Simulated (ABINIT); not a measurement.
Computed results, one entry a study.

```xyz
4
Lattice="2.498 0.000 0.000 -1.249 2.164 0.000 0.000 0.000 6.636" Properties=species:S:1:pos:R:3 pbc="T T T" subject="Quasiparticle gap of BN (P6_3/mmc) in ABINIT" method="RPA screening on PBE, plane waves, norm-conserving pseudopotentials (and 2 further levels or steps)" program="ABINIT 10.8.3" settings="cutoff 36 Ha, PseudoDojo scalar-relativistic 0.4.1 standard, norm-conserving, ngkpt (3, 3, 2), nband 31, ecuteps 3.9 Ha, inclvkb 2, shiftk (0, 0, 0), symchi 1, awtr 1, frequency ppm, 3×3×2 k-mesh" cost="5 runs, 42 s in all on 4 MPI ranks of Arm Neoverse V1, shared host" notes="The database entry behind the starting cell differs from other determinations of this structure. The program’s warnings: nkpt*nsppol () is not a multiple of nproc spkpt (). The cell and positions come from the Crystallography Open Database and are kept as given unless a step says otherwise. Local fields lower the RPA ε∞ on this mesh from 5.06 to 4.77; a Γ-centred mesh this coarse tends to raise both, most where the direct gap is narrow, while a short band sum lowers them. The 3×3×2 mesh is coarse for this cell, which bears on the long-range parts of exchange and screening." pbe_gap="4.30 eV, indirect" g0w0_gap_on_the_mesh="5.95 eV" g0w0_gap_over_the_zone_rigid_shift="5.56 eV" gw_settings="3×3×2 mesh, 31 bands, screening to 106.1 eV, Godby-Needs plasmon pole" known_limits="short of the basis limit; coarse k mesh"
B     0.000    1.442    1.659
B     1.249    0.721    4.977
N     0.000    1.442    4.977
N     1.249    0.721    1.659
```

[Long decimals in the printed logs are rounded to 6 places.]

[Logs are printed without paths, hosts, clocks, repeated set-up lines and the standing remarks that a program may print on its own settings, such as how far it seeks lower states.]

[Paths, hosts, dates, memory and timing lines, banners, echoed tables and standing remarks are left out of the program output; an Ansatz launch command may be rebuilt from the run's recorded settings. Measured values are a selection of at most five: reports struck by readers or far from the other reports are left out. None is set beside runs whose start may be inverted or whose files or cutoffs have a known fault.]

[Runs of the session that timed out or met a known fault of the program may be left out.]

[Hosts, paths, dates, database ids (printed as entryN), source tags and the programs' standing remarks are cut or masked in the printed files.]

[G0W0 gaps are taken among the corrected bands and points alone; a level outside them can change the order at an edge.]

[Where Ansatz stands beside ABINIT at settings called matched, ABINIT's density can come from a denser mesh and the files from another edition; pairs whose starting gaps differed by over 0.03 eV were left out, so agreement reads better than it is.]
